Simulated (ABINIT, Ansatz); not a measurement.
**SiC (P6_3mc): bands and cutoff in G0W0 with ABINIT**

What does each rung of G0W0 on SiC (P6_3mc) cost, and what does it buy?

Main program and level: ABINIT 10.8.3; PBE and many-body steps on it, plane waves.

Report form: the programs' logs are mostly left out.

### 1. Starting point

The structure is hexagonal, space group P6_3mc (No. 186). Conventional cell: a = 3.076 Å, b = 3.076 Å, c = 10.071 Å, α = 90.00°, β = 90.00°, γ = 120.00°. Si has 4 C at 1.88 to 1.89 Å nearest. Nearest to Si lie 4 C at 1.88 to 1.89 Å. Nearest to C lie 4 Si at 1.88 to 1.89 Å. Nearest to C lie 4 Si at 1.88 to 1.89 Å. Farther neighbours are not listed.

Coordinates:

```cif
data_structure
_symmetry_space_group_name_H-M 'P6_3mc'
_symmetry_Int_Tables_number 186
_cell_length_a 3.0757
_cell_length_b 3.0757
_cell_length_c 10.0706
_cell_angle_alpha 90.000
_cell_angle_beta 90.000
_cell_angle_gamma 120.000
_cell_volume 82.50
loop_
_atom_site_label
_atom_site_type_symbol
_atom_site_symmetry_multiplicity
_atom_site_Wyckoff_symbol
_atom_site_fract_x
_atom_site_fract_y
_atom_site_fract_z
_atom_site_occupancy
Si1 Si 2 b 0.66667 0.33333 0.93784 1
Si2 Si 2 a 0.00000 0.00000 0.68789 1
C1 C 2 b 0.66667 0.33333 0.74980 1
C2 C 2 a 0.00000 0.00000 0.50046 1
```

The cell and positions are those that the Materials Project relaxed with its own functionals (PBE, PBE+U or r2SCAN), kept fixed.

### 2. Empty states on the mesh, 3×3×2 mesh, 358 bands

This step: ABINIT 10.8.3; DFT, PBE, plane waves, norm-conserving pseudopotentials.

The sums over transitions need many empty states on a uniform mesh; this step solves for them.

File run.abi:

```
acell 3*1.0 Angstrom
rprim 
  3.075694149693 -0.000000000023 0.000000000000
  -1.537847074826 2.663629267917 0.000000000000
  0.000000000000 0.000000000000 10.070646480000
ntypat 2
znucl 14 6
natom 8
typat 1 1 1 1 2 2 2 2
xred 
  0.666666666667 0.333333333333 0.937841980000
  0.333333333333 0.666666666667 0.437841980000
  0.000000000000 0.000000000000 0.687894380000
  0.000000000000 0.000000000000 0.187894380000
  0.666666666667 0.333333333333 0.749802590000
  0.333333333333 0.666666666667 0.249802590000
  0.000000000000 0.000000000000 0.500460050000
  0.000000000000 0.000000000000 0.000460050000
pp_dirpath "pseudos"
pseudos "Si.upf, C.upf"
ecut 37
ngkpt 3 3 2
nshiftk 1
shiftk 0 0 0
kptopt 1
chksymbreak 0
iscf -2
irdden 1
istwfk *1
nband 358
nbdbuf 32
tolwfr 1e-09
nstep 60
prtvol 0
indata_prefix "in"
outdata_prefix "out"
tmpdata_prefix "tmp"
```

Run with:

```console
> OMP_NUM_THREADS=1 mpirun -n 4 abinit run.abi > log
```

The job ended after 4.6 min (4 MPI ranks of Arm Neoverse V1, shared host; peak memory 0.5 GiB).

Numbers from this step:

| Item | Value |
| --- | --- |
| gap | 3.011 eV |
| k of the valence top | 0, 0, 0 |
| k of the conduction bottom | 0.3333, 0, 0 |
| least direct gap | 3.856 eV |
| k points computed | 6 |
| lowest point of the top converged band, above the valence top | 124.3914 eV |

On this mesh the gap is 3.011 eV.

The density comes from a self-consistent run that is not shown.

### 3. Screening, 3×3×2 mesh, 54 bands, screening to 76.2 eV

The RPA dielectric matrix is built and inverted for each q.

This step: RPA screening on PBE, plane waves, norm-conserving pseudopotentials.

Edit run.abi of step 2 so:

```diff
@@ -26,10 +26,11 @@
 chksymbreak 0
-iscf -2
-irdden 1
 istwfk *1
-nband 358
-nbdbuf 32
-tolwfr 1e-09
-nstep 60
-prtvol 0
+occopt 1
+irdwfk 1
+optdriver 3
+nband 54
+ecuteps 2.8
+inclvkb 2
+awtr 1
+symchi 1
 indata_prefix "in"
```

Run time: 12 s. Hardware: 4 MPI ranks; peak memory 0.69 GiB; 47 s of CPU time.

This step gave:

```yaml
eps_infinity_with_local_fields_on_this_mesh_along_the_program_s_q_direction: 9.686
the_same_without_local_fields: 10.35
plasma_frequency: 23.13 eV
plane_waves_in_the_screening_matrix: 123
```

Local fields lower ε∞ by 6 %. On a Γ-centred mesh this coarse the value itself is usually too large, while a short band sum pulls it down.

### 4. 54 bands, 76.2 eV

The self-energy is evaluated for the states that the input lists, and the levels follow from it, in one-shot runs by the linearised quasiparticle equation.

This step: G0W0 on PBE, plane waves, norm-conserving pseudopotentials.

Edit run.abi of step 3 so:

```diff
@@ -29,8 +29,17 @@
 irdwfk 1
-optdriver 3
+optdriver 4
 nband 54
+gwcalctyp 0
+ecutsigx 37
+symsigma 1
+nkptgw 2
+kptgw 
+  0.0000000000 0.0000000000 0.0000000000
+  0.3333333333 0.0000000000 0.0000000000
+bdgw 
+  15 18
+  15 18
 ecuteps 2.8
-inclvkb 2
-awtr 1
-symchi 1
+irdscr 1
+ppmodel 1
 indata_prefix "in"
```

Elapsed: 4.9 s, on 4 MPI ranks; peak memory 0.49 GiB.

This step gave:

| Item | Value |
| --- | --- |
| G0W0 gap on the points computed | 3.541 eV |
| starting gap on the mesh | 3.011 eV |
| k of the valence top | 0, 0, 0 |
| k of the conduction bottom | 0.3333, 0, 0 |
| Z at the valence top | 0.814 |
| Z at the conduction bottom | 0.837 |
| least direct G0W0 gap on the computed points | 4.540 eV |

The gap on the mesh goes from 3.01 eV to 3.54 eV, a correction of +0.53 eV.

### 5. Screening, 3×3×2 mesh, 142 bands, screening to 141.5 eV

This step: RPA screening on PBE, plane waves, norm-conserving pseudopotentials.

Edit run.abi of step 4 so:

```diff
@@ -29,17 +29,8 @@
 irdwfk 1
-optdriver 4
-nband 54
-gwcalctyp 0
-ecutsigx 37
-symsigma 1
-nkptgw 2
-kptgw 
-  0.0000000000 0.0000000000 0.0000000000
-  0.3333333333 0.0000000000 0.0000000000
-bdgw 
-  15 18
-  15 18
-ecuteps 2.8
-irdscr 1
-ppmodel 1
+optdriver 3
+nband 142
+ecuteps 5.2
+inclvkb 2
+awtr 1
+symchi 1
 indata_prefix "in"
```

Run time: 38 s. Hardware: 4 MPI ranks; peak memory 1 GiB.

This step gave:

```yaml
eps_infinity_with_local_fields_on_this_mesh_along_the_program_s_q_direction: 9.491
the_same_without_local_fields: 10.38
plasma_frequency: 23.13 eV
plane_waves_in_the_screening_matrix: 301
```

### 6. 142 bands, 141.5 eV

This step: G0W0 on PBE, plane waves, norm-conserving pseudopotentials.

Edit run.abi of step 5 so:

```diff
@@ -29,8 +29,17 @@
 irdwfk 1
-optdriver 3
+optdriver 4
 nband 142
+gwcalctyp 0
+ecutsigx 37
+symsigma 1
+nkptgw 2
+kptgw 
+  0.0000000000 0.0000000000 0.0000000000
+  0.3333333333 0.0000000000 0.0000000000
+bdgw 
+  15 18
+  15 18
 ecuteps 5.2
-inclvkb 2
-awtr 1
-symchi 1
+irdscr 1
+ppmodel 1
 indata_prefix "in"
```

Run time: 15 s. Hardware: 4 MPI ranks; peak memory 0.9 GiB.

Numbers from this step:

```
G0W0 gap on the points computed              : 3.628 eV
starting gap on the mesh                     : 3.011 eV
k of the valence top                         : 0, 0, 0
k of the conduction bottom                   : 0.3333, 0, 0
Z at the valence top                         : 0.805
Z at the conduction bottom                   : 0.829
least direct G0W0 gap on the computed points : 4.596 eV
```

Against G0W0 in ABINIT (3×3×2 mesh, 54 bands, screening to 76.2 eV, Godby-Needs plasmon pole), the gap moves by +0.087 eV.

### 7. Screening, 3×3×2 mesh, 326 bands, screening to 217.7 eV

This step: RPA screening on PBE, plane waves, norm-conserving pseudopotentials.

Edit run.abi of step 6 so:

```diff
@@ -29,17 +29,8 @@
 irdwfk 1
-optdriver 4
-nband 142
-gwcalctyp 0
-ecutsigx 37
-symsigma 1
-nkptgw 2
-kptgw 
-  0.0000000000 0.0000000000 0.0000000000
-  0.3333333333 0.0000000000 0.0000000000
-bdgw 
-  15 18
-  15 18
-ecuteps 5.2
-irdscr 1
-ppmodel 1
+optdriver 3
+nband 326
+ecuteps 8
+inclvkb 2
+awtr 1
+symchi 1
 indata_prefix "in"
```

Run time: 2.5 min. Hardware: 4 MPI ranks; peak memory 2.3 GiB.

Numbers from this step:

- ε∞ with local fields, on this mesh, along the program's q direction: 9.484
- the same without local fields: 10.38
- plasma frequency: 23.13 eV
- plane waves in the screening matrix: 613

### 8. 326 bands, 217.7 eV

This step: G0W0 on PBE, plane waves, norm-conserving pseudopotentials.

Edit run.abi of step 7 so:

```diff
@@ -29,8 +29,17 @@
 irdwfk 1
-optdriver 3
+optdriver 4
 nband 326
+gwcalctyp 0
+ecutsigx 37
+symsigma 1
+nkptgw 2
+kptgw 
+  0.0000000000 0.0000000000 0.0000000000
+  0.3333333333 0.0000000000 0.0000000000
+bdgw 
+  15 18
+  15 18
 ecuteps 8
-inclvkb 2
-awtr 1
-symchi 1
+irdscr 1
+ppmodel 1
 indata_prefix "in"
```

Wall time 1.8 min (4 MPI ranks); peak memory 2.5 GiB.

Numbers from this step:

```
G0W0 gap on the points computed              : 3.750 eV
starting gap on the mesh                     : 3.011 eV
k of the valence top                         : 0, 0, 0
k of the conduction bottom                   : 0.3333, 0, 0
least direct G0W0 gap on the computed points : 4.697 eV
```

Against G0W0 in ABINIT (3×3×2 mesh, 142 bands, screening to 141.5 eV, Godby-Needs plasmon pole), the gap moves by +0.122 eV.

### 9. The runs together

Times are wall times on 4 MPI ranks of Arm Neoverse V1, shared host, good to a factor of about two. A run's time includes the screening step that it read.

```csv
run,mesh,bands,screening cutoff (eV),DFT gap (eV),gap on the mesh (eV),direct (eV),ε∞ used,time
"54 bands, 76.2 eV",3×3×2,54,76.2,3.011,3.541,4.540,9.69,17 s
"142 bands, 141.5 eV",3×3×2,142,141.5,3.011,3.628,4.596,9.49,53 s
"326 bands, 217.7 eV",3×3×2,326,217.7,3.011,3.750,4.697,9.48,4.3 min
```

### 10. Summary of results

| Property | Result |
| --- | --- |
| 54 bands, 76.2 eV | 3.541 eV |
| 142 bands, 141.5 eV | 3.628 eV |
| 326 bands, 217.7 eV | 3.750 eV |
| known limits | not at the basis limit; coarse k mesh |

In words: From the first rung to the last the gap moves by +0.21 eV for 15 times the time. The steps are not yet shrinking, so no limit is drawn. In the G0W0 runs levels were corrected at 2 k points alone, so a gap called «on the mesh» is the least over those, and an edge elsewhere would be missed. A denser mesh or path gives a starting gap of 2.23 eV: the GW mesh misses a band edge, so its gaps are not the fundamental one. The 3×3×2 mesh is coarse for this cell, which bears on the long-range parts of exchange and screening.

[Paths, hosts, dates, memory and timing lines, banners, echoed tables and standing remarks are left out of the program output.]

[Logs are printed without paths, hosts, clocks, repeated set-up lines and the standing remarks that a program may print on its own settings, such as how far it seeks lower states.]

[Runs of the session that timed out or met a known fault of the program may be left out.]

[Hosts, paths, dates, database ids (printed as entryN), source tags and the programs' standing remarks are cut or masked in the printed files.]

[G0W0 gaps are taken among the corrected bands and points alone; a level outside them can change the order at an edge.]

[Where Ansatz stands beside ABINIT at settings called matched, ABINIT's density can come from a denser mesh and the files from another edition; pairs whose starting gaps differed by over 0.03 eV were left out, so agreement reads better than it is.]
